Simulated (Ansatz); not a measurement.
# NaCl (Fm-3m): phonons and vibrational spectra

The cell of NaCl (Fm-3m) is at rest. What are its phonons?

Calculated with Ansatz 0.2.0; DFT PBEsol, scalar-relativistic, plane waves, PAW.

The database entry behind the starting cell differs from later determinations by our own check (an axis about 0.4 % short against later determinations), so it need not match the best structure at ambient conditions.

**1. Set-up**

It takes space group Fm-3m (No. 225, cubic). Conventional cell: a = 5.602 Å, b = 5.602 Å, c = 5.602 Å, α = 90.00°, β = 90.00°, γ = 90.00°. Nearest to Na lie 6 Cl at 2.80 Å. Nearest to Cl lie 6 Na at 2.80 Å. Farther neighbours and most contacts between anions are not listed.

As a file:

```cif
data_structure
_symmetry_space_group_name_H-M 'P 1'
_symmetry_Int_Tables_number 1
_cell_length_a 3.9612
_cell_length_b 3.9612
_cell_length_c 3.9612
_cell_angle_alpha 60.000
_cell_angle_beta 60.000
_cell_angle_gamma 60.000
_cell_volume 43.95
loop_
_atom_site_label
_atom_site_type_symbol
_atom_site_fract_x
_atom_site_fract_y
_atom_site_fract_z
_atom_site_occupancy
Na1 Na 0.00000 0.00000 0.00000 1
Cl2 Cl 0.50000 0.50000 0.50000 1
```

**2. Phonons on a q mesh**

The cell comes from relaxations at this level that are not shown. Stability and thermal properties need the whole zone. Linear response on a 4×4×4 q mesh gives force constants as far as a supercell of that size would.

File input.yaml:

```yaml
crystal:
  lattice:
    - [0.0, 2.8009762142, 2.8009762142]
    - [2.8009762142, 0.0, 2.8009762142]
    - [2.8009762142, 2.8009762142, 0.0]
  atoms:
    - { symbol: Na, position: [0.0, 0.0, 0.0] }
    - { symbol: Cl, position: [0.5, 0.5, 0.5] }
kpoints:
  mp_grid: { grid: [8, 8, 8] }
hamiltonian:
  xc: pbesol
scf:
  occupations: { method: fixed }
output:
  eigenvalues: true
phonons:
  method: dfpt
  dielectric: true
  rigid_motions: translations
  raman: true
  qmesh: [4, 4, 4]
  temperatures: { t_max: 1000, t_step: 50 }
  qpath:
    path:
      - [[0.0, 0.0, 0.0], [0.5, 0.0, 0.5], [0.625, 0.25, 0.625]]
      - [[0.375, 0.375, 0.75], [0.0, 0.0, 0.0], [0.5, 0.5, 0.5], [0.5, 0.25, 0.75], [0.5, 0.0, 0.5]]
    npoints: 10
```

Command:

```
ansatz run input.yaml --threads 4 --pin off --max-ram 7168MiB --backend cpu --events-out ev --progress --plain --runs-dir out
```

Numbers of over 12 decimals in the logs are rounded to 6 here.

The program printed:

```text
Engine: ansatz 0.2.0, aarch64-unknown-linux-gnu
Pseudopotentials: kind: paw
Pseudopotential: Na, paw, valence charge 9, recommended cutoff 420 eV (normal), Na.paw.azcp
Pseudopotential: Cl, paw, valence charge 7, recommended cutoff 420 eV (normal), Cl.paw.azcp
Functional definition: PBEsol
  exchange = pbesol_x
  correlation = pbesol_c
Crystal: 2 atoms, lattice volume = 43.950 Å³
Basis set: ecut = 420 eV, 869 PW (Γ), exchange–correlation on 54×54×54 points (8 copies of the dense FFT grid, shifted against one another)
Bands: 12, of which v1, the nominal top of the filled ones, is band 8 counted from 1 (7 counted from 0)
Symmetry: 48 space group operations
k-points: 59 of 512 (irreducible under 8 space group operations, time reversal used)
Non-local potential: Na, projectors of the file, l = 0: 3, l = 1: 2, l = 2: 1
Non-local potential: Cl, projectors of the file, l = 0: 2, l = 1: 2, l = 2: 2
PAW form: soft (Blöchl's): semilocal exchange-correlation on the pseudo side does not see the compensation charge
PAW frozen core: Na, regenerated for the run's functional, and the local potential with it (the file was generated under x = pbe(κ = 0.804, μ = 0.219515), c = pbe(β = 0.066725))
PAW frozen core: Cl, regenerated for the run's functional, and the local potential with it (the file was generated under x = pbe(κ = 0.804, μ = 0.219515), c = pbe(β = 0.066725))
PAW one-centre angular grid: Na, 110 points (default); XC on 64 Gauss nodes
PAW one-centre angular grid: Cl, 110 points (default); XC on 64 Gauss nodes
Initial density: superposition of atomic densities (neutral atoms: chi_scale 0, normalization atom), corrected by the library's trained network
Initial wavefunctions: pseudopotential atomic-orbital guess
Functional: x = pbesol(κ = 0.804, μ = 0.123457), c = pbesol(β = 0.046)
SCF iter   1: F=—  HF=-2540.289543 eV  |F-HF|=—  |Δ(HF+E_count)|=         —  Δρ=2.85e-3  dr2=3.84e-3  ethr=1.77e-3  ⟨swp⟩=4.9  Hψ=3591  notcnv=0  defer=97
preconditioner: auto → none  [insulator: Δε(μ)=4.955 eV  Ē_g=20.753 eV  n_scr=14 (ndim 8)  ℏωp=21.0 eV  f_vac=0.028  ε∞_Penn≈2.0]
SCF iter   2: F=—  HF=-2540.286867 eV  |F-HF|=—  |Δ(HF+E_count)|=   2.68e-3  Δρ=1.26e-3  dr2=8.91e-4  ethr=2.40e-5  ⟨swp⟩=2.8  Hψ=1714  notcnv=0  defer=114
SCF iter   3: F=—  HF=-2540.286823 eV  |F-HF|=—  |Δ(HF+E_count)|=   4.49e-5  Δρ=8.51e-4  dr2=4.49e-4  ethr=5.57e-6  ⟨swp⟩=2.0  Hψ=1066  notcnv=0  defer=114
SCF iter   4: F=—  HF=-2540.286667 eV  |F-HF|=—  |Δ(HF+E_count)|=   1.56e-4  Δρ=2.01e-4  dr2=1.95e-5  ethr=2.81e-6  ⟨swp⟩=2.0  Hψ=965  notcnv=0  defer=114
SCF iter   5: F=—  HF=-2540.286660 eV  |F-HF|=—  |Δ(HF+E_count)|=   7.12e-6  Δρ=4.66e-5  dr2=1.73e-6  ethr=1.22e-7  ⟨swp⟩=2.0  Hψ=944  notcnv=0
SCF iter   6: F=—  HF=-2540.286662 eV  |F-HF|=—  |Δ(HF+E_count)|=   2.02e-6  Δρ=1.46e-5  dr2=1.69e-7  ethr=1.08e-8  ⟨swp⟩=2.0  Hψ=861  notcnv=0
SCF iter   7: F=—  HF=-2540.286662 eV  |F-HF|=—  |Δ(HF+E_count)|=   3.46e-8  Δρ=2.70e-6  dr2=5.88e-9  ethr=1.05e-9  ⟨swp⟩=2.0  Hψ=933  notcnv=0
SCF iter   8: F=-2540.286662 eV  HF=-2540.286662 eV  |F-HF|=5.23e-11  |Δ(HF+E_count)|=   1.27e-9  Δρ=3.22e-7  dr2=8.09e-11  ethr=1.00e-12  ⟨swp⟩=5.8  Hψ=4258  notcnv=0
SCF 1 converged in 8 iterations: F = -2540.286662 eV  dr2 = 8.09e-11
  greatest PAW one-centre occupation: 0.999 electrons in one spin orbital (limit 2), on the Na atom at site 0 (counted from 0), in its partial waves of l = 0
DFPT response loops at Γ: preconditioner auto → none (the input reference at scf.mixing.eps_inf says where Resta's filter doesn't serve); β = 0.50; Broyden in place of MSR1
── the response to a field inside a basis, on 8×8×8 k-points: an SCF that follows is theirs, and a resumed run solves both again ──
Bands: 9, of which v1, the nominal top of the filled ones, is band 8 counted from 1 (7 counted from 0)
k-points: 60 of 512 (irreducible under 12 space group operations)
Initial density: handed on by an earlier stage of this run
Initial wavefunctions: pseudopotential atomic-orbital guess (no wavefunctions were taken with the density)
Eigensolver: Dense (60 Hₖ)
SCF iter   1: F=—  HF=-2540.285331 eV  |F-HF|=—  |Δ(HF+E_count)|=         —  Δρ=7.53e-5  dr2=3.39e-7  ethr=1.00e-1
preconditioner: auto → none  [insulator: Δε(μ)=5.162 eV  Ē_g=18.688 eV  n_scr=14 (ndim 8)  ℏωp=21.0 eV  f_vac=0.018  ε∞_Penn≈2.3]
SCF iter   2: F=—  HF=-2540.285332 eV  |F-HF|=—  |Δ(HF+E_count)|=   1.05e-6  Δρ=3.56e-5  dr2=7.21e-8  ethr=2.12e-9
SCF iter   3: F=—  HF=-2540.285332 eV  |F-HF|=—  |Δ(HF+E_count)|=   3.80e-7  Δρ=6.55e-6  dr2=2.41e-9  ethr=4.51e-10
SCF iter   4: F=-2540.285332 eV  HF=-2540.285332 eV  |F-HF|=1.77e-11  |Δ(HF+E_count)|=   1.27e-8  Δρ=2.96e-7  dr2=1.83e-11  ethr=1.51e-11
SCF 1 converged in 4 iterations: F = -2540.285332 eV  dr2 = 1.83e-11
DFPT response loops at Γ: mixed as the last ones told, above
DFPT response loops at Γ: mixed as the last ones told, above
DFPT response loops at Γ: mixed as the last ones told, above
NSCF: frozen V_eff on 29 k-points
NSCF: frozen V_eff on 576 k-points
DFPT response loops at q = (0, 0, 0.25) (fractional): mixed as the last ones told, above
NSCF: frozen V_eff on 300 k-points
DFPT response loops at q = (0, 0, -0.5) (fractional): mixed as the last ones told, above
NSCF: frozen V_eff on 328 k-points
DFPT response loops at q = (0, 0.25, 0.25) (fractional): mixed as the last ones told, above
NSCF: frozen V_eff on 1024 k-points
DFPT response loops at q = (0, 0.25, -0.5) (fractional): mixed as the last ones told, above
NSCF: frozen V_eff on 576 k-points
DFPT response loops at q = (0, 0.25, -0.25) (fractional): mixed as the last ones told, above
NSCF: frozen V_eff on 190 k-points
DFPT response loops at q = (0, -0.5, -0.5) (fractional): mixed as the last ones told, above
NSCF: frozen V_eff on 328 k-points
DFPT response loops at q = (0.25, -0.5, -0.25) (fractional): mixed as the last ones told, above
SCF converged after 8 iterations
Free energy (F): -2540.286662 eV
Harris-Foulkes:  -2540.286662 eV  (|F-HF|=5.23e-11)
Internal energy: -2540.286662 eV  (E = F + TS)
E sigma→0 (E₀):  -2540.286662 eV
Fermi energy:    1.203484 eV
--- Per-component energies (eV) ---
  E_band       = -231.448317
  E_kinetic    = 282.627156
  E_local      = -1519.373485  (includes V_loc(G=0)·N_el)
  E_nonlocal   = 144.823225
  E_hartree    = 534.340569
  E_xc         = -145.002219
  E_vxc        = -171.859427  (∫ρ·V_xc dr)
  E_paw        = -895.323257  (= ΣΔE_a)
  E_vpaw       = -36.347098  (= ΣTr[D̂ρ^β])
  E_aug_tail   = 0.000080  (compensation charges beyond the density's cutoff)
  E_ewald      = -942.511856
  E_core_change = 0.133126  (= ΣΔE_core)
  E_smearing   = -0.000000  (= −TS)
  E_closure    = 0.000000  (closes the sum)
  Σ components = -2540.286662   (vs F -2540.286662, Δ=0.00e0)
--- Band table (eV; the first three rows and the last of 59) ---
  k-point 0: bands = [... 4 lower, -11.4846, 1.2035, 1.2035, 1.2035, 6.2142, 12.1177, 12.1177, 12.1177]
  k-point 1: bands = [... 4 lower, -11.4340, 0.8109, 1.1601, 1.1601, 6.7262, 11.5801, 12.3139, 12.3139]
  k-point 2: bands = [... 4 lower, -11.3083, 0.0429, 1.0587, 1.0587, 7.7004, 11.0611, 12.4220, 12.4220]
  k-point 58: bands = [... 4 lower, -11.0522, -0.0553, -0.0553, 0.4077, 9.9991, 10.7471, 10.7471, 12.4767]
--- Phonons (Γ-DFPT): 2 representative perturbations + reference, on 59 of 512 k-points (Σ response iterations 6) ---
  k mesh reduced under 8 symmetry operations, with k and −k counted as one. Each operation leaves every solved perturbation unchanged. A smaller set is not considered because the run solves the response to a homogeneous field
  ASR residual: 3.620e-4 → 0.000e0 eV/Å²; symmetrization residual: 3.741e-6 eV/Å²
  ASR residual per site (eV/Å²): 1.86e-5 3.62e-4
  Γ frequencies (cm⁻¹): 0.00 0.00 0.00 166.37 166.37 166.37
  ε∞ (high-frequency dielectric tensor):
        2.566206    -0.000000    -0.000000
        0.000000     2.566206    -0.000000
        0.000000     0.000000     2.566206
  ε⁰ (static dielectric tensor: ions relaxed, cell fixed):
        6.023576    -0.000000    -0.000000
        0.000000     6.023576     0.000000
       -0.000000     0.000000     6.023576
  ε⁰ − ε∞ (ionic part):
        3.457371    -0.000000    -0.000000
       -0.000000     3.457371     0.000000
       -0.000000     0.000000     3.457371
  softest optical mode at Γ: 166.37 cm⁻¹; the repairs (sum rule, projections) moved no ω² at Γ by more than (1.74 cm⁻¹)²
  Born effective charges Z* (e; rows j = field, columns β = displacement):
    site 0:
         1.09181    0.00000   -0.00000
        -0.00000    1.09181   -0.00000
        -0.00000   -0.00000    1.09181
    site 1:
        -1.09181   -0.00000    0.00000
         0.00000   -1.09181    0.00000
         0.00000    0.00000   -1.09181
  Z* charge neutrality: 1.885e-5 e pre-enforcement
  k-mesh period / interband length: 31.7 Å / 1.31 Å = 24.15 at k = (0.0000, 0.0000, 0.0000), direct gap 5.011 eV — 14 or more, which is no proof of convergence
  Raman tensors (in the event stream and the table raman_tensors.tsv): an entry may err by 4.4e-4 Å², one of the second-order susceptibility by 4.7e-20 pm/V (basis, points and sum rule); their sum over the sites missed zero by 2.197e-21 Å² ahead of its enforcement
  optical modes at Γ without the LO–TO term, one row a degenerate level:
      ω (cm⁻¹)  modes    IR ((D/Å)²/amu)  static Raman (Å⁴/amu)  depolarisation
        166.37      3             5.9161                 0.0000               —
  optical modes at Γ + LO–TO along q̂ = [1.0000, 0.0000, 0.0000]:
      ω (cm⁻¹)  modes    IR ((D/Å)²/amu)  static Raman (Å⁴/amu)  depolarisation
        166.37      2             3.9440                 0.0000               —
        254.90      1             1.9720                 0.0000               —
  optical modes at Γ + LO–TO along q̂ = [0.0000, 1.0000, 0.0000]:
      ω (cm⁻¹)  modes    IR ((D/Å)²/amu)  static Raman (Å⁴/amu)  depolarisation
        166.37      2             3.9440                 0.0000               —
        254.90      1             1.9720                 0.0000               —
  optical modes at Γ + LO–TO along q̂ = [0.0000, 0.0000, 1.0000]:
      ω (cm⁻¹)  modes    IR ((D/Å)²/amu)  static Raman (Å⁴/amu)  depolarisation
        166.37      2             3.9440                 0.0000               —
        254.90      1             1.9720                 0.0000               —
--- Phonons (arbitrary-q DFPT): 8 irreducible q on the 4×4×4 mesh ---
  q = [0.0000, 0.0000, 0.0000] (star 1, of the zone-centre solve; hermiticity 5.27e-6, symmetrization 1.63e-13): 0.00 0.00 0.00 166.37 166.37 166.37
  q = [0.0000, 0.0000, 0.2500] (star 8, 2 solved perturbations on 288 of 512 k-point pairs; hermiticity 4.50e-6, symmetrization 1.36e-12): 70.71 70.71 106.99 157.59 157.59 242.83
  q = [0.0000, 0.0000, -0.5000] (star 4, 2 solved perturbations on 150 of 512 k-point pairs; hermiticity 6.44e-14, symmetrization 2.57e-12): 115.10 115.10 136.61 136.61 171.25 216.27
  q = [0.0000, 0.2500, 0.2500] (star 6, 4 solved perturbations in 528 linear systems a pass and spin channel, the states on 164 of 512 k-point pairs; hermiticity 1.61e-6, symmetrization 6.73e-13): 59.99 59.99 132.19 170.60 170.60 204.45
  q = [0.0000, 0.2500, -0.5000] (star 24, 4 solved perturbations in 1600 linear systems a pass and spin channel, the states on 512 of 512 k-point pairs; hermiticity 7.89e-7, symmetrization 7.37e-13): 93.60 120.67 135.01 160.70 173.00 189.58
  q = [0.0000, 0.2500, -0.2500] (star 12, 4 solved perturbations in 904 linear systems a pass and spin channel, the states on 288 of 512 k-point pairs; hermiticity 2.18e-6, symmetrization 1.13e-12): 93.73 114.79 136.53 149.86 175.41 201.73
  q = [0.0000, -0.5000, -0.5000] (star 3, 4 solved perturbations in 308 linear systems a pass and spin channel, the states on 95 of 512 k-point pairs; hermiticity 8.99e-7, symmetrization 5.14e-13): 81.20 81.20 135.73 174.72 174.72 185.46
  q = [0.2500, -0.5000, -0.2500] (star 6, 4 solved perturbations in 502 linear systems a pass and spin channel, the states on 164 of 512 k-point pairs; hermiticity 3.57e-6, symmetrization 6.35e-13): 114.49 114.49 134.99 155.37 180.13 180.13
  sum rule: each row above includes the acoustic sum rule's correction from the zone centre's row sums; it moved no ω² by more than (1.67 cm⁻¹)²
  mesh force constants: q→R imaginary residual 3.81e-18; ASR residual 3.620e-4 → 0.000e0 eV/Å²; symmetrization residual 1.332e-15 eV/Å²
  interpolated dispersion: 63 rows × 6 modes
  density of states and harmonic sums: on the 20×20×20 q-mesh, interpolated from the force constants of a 4×4×4 supercell (with the dipole–dipole term)
  largest difference from the sums on the solved wave vectors: F 1.24e-2 eV, S 1.64e-5 and C_V 4.00e-6 eV/K
  zero-point energy: 0.052931 eV/cell   skipped modes (ω ≤ 0): 3   left out of the sums: 6.25e-5 of the cell's modes: C_V's classical limit lies that fraction below 3 k_B per atom; for a crystal, a wire or a layer, F and S can be off by more, and a phonons.interpolated_qmesh denser along its periods is the remedy for the sampling
```

Run time: 2.9 min. Hardware: 4 threads of Arm Neoverse V2, shared host; peak memory 0.93 GiB; 6.1 min of CPU time.

Reading the cycles: dr2 is the Hartree energy of the density residual (eV), the measure of convergence; HF is the Harris–Foulkes estimate of the energy, which meets the free energy F at convergence.

This step gave:

| Property | Result |
| --- | --- |
| gap on the k-mesh | 5.011 eV |
| volume per atom | 21.97 Å³ |
| sum-rule residual before enforcement | 3.62e-4 eV/Å² |
| miss of the charge sum rule | 1.88e-5 e |
| lowest frequency on the path | 0 cm⁻¹ |
| point group | m-3m |
| highest frequency on the path or at a solved wavevector | 254.9 cm⁻¹ |
| mean frequency | 142.3 cm⁻¹ |
| Debye temperature (second moment) | 276 K |
| logarithmic mean frequency | 135 cm⁻¹ |
| highest optical mode at the zone centre (no LO-TO term) | 166.4 cm⁻¹ |
| lowest optical zone-centre mode | 166.4 cm⁻¹ |
| mean high-frequency dielectric constant | 2.566 |
| largest Born charge (third of the trace) | 1.092 e |
| mean static dielectric constant | 6.024 |
| top of the zone-centre spectrum with the field | 254.9 cm⁻¹ |

Optical modes at the zone centre, without and with the macroscopic field of the longitudinal modes; each column is sorted by frequency, so a row need not hold one and the same mode. Modes with and without the field, by row:

```tsv
rank among optical modes	no field (cm⁻¹)	q along (1, 0, 0) (cm⁻¹)
1	166.4	166.4
2	166.4	166.4
3	166.4	254.9
```

Born charge (rows field, columns displacement) (e), principal values of the symmetric part by kind of site:

```tsv
atom	atoms with these values	low	middle	high	mean
Na1	1	1.09	1.09	1.09	1.09
Cl2	1	-1.09	-1.09	-1.09	-1.09
```

In full for Na1:

```
1.09 0.00 0.00
0.00 1.09 0.00
0.00 0.00 1.09
```

High-frequency dielectric tensor:

```
2.57 0.00 0.00
0.00 2.57 0.00
0.00 0.00 2.57
```

Static dielectric tensor (ions relaxed, fixed cell):

```
6.02 0.00 0.00
0.00 6.02 0.00
0.00 0.00 6.02
```

Transverse modes. Infrared lines, with heights relative to the strongest:

```tsv
position (cm⁻¹)	label	relative intensity
166	T1u	100
```

Frequencies (cm⁻¹) solved at each irreducible wavevector; negative means imaginary. Frequencies by wavevector, by row:

```tsv
q in reciprocal lattice units	star	mode 1	mode 2	mode 3	mode 4	mode 5	mode 6
0 0 0	1	0	0	0	166.4	166.4	166.4
0 0 0.25	8	70.7	70.7	107	157.6	157.6	242.8
0 0 -0.5	4	115.1	115.1	136.6	136.6	171.2	216.3
0 0.25 0.25	6	60	60	132.2	170.6	170.6	204.4
0 0.25 -0.5	24	93.6	120.7	135	160.7	173	189.6
0 0.25 -0.25	12	93.7	114.8	136.5	149.9	175.4	201.7
0 -0.5 -0.5	3	81.2	81.2	135.7	174.7	174.7	185.5
0.25 -0.5 -0.25	6	114.5	114.5	135	155.4	180.1	180.1
```

(Part 1 of 2 ends here.)

[Logs are printed without paths, hosts, clocks, repeated set-up lines and the standing remarks that a program may print on its own settings, such as how far it seeks lower states.]

[Hosts, paths, dates, database ids (printed as entryN), source tags and the programs' standing remarks are cut or masked in the printed files.]
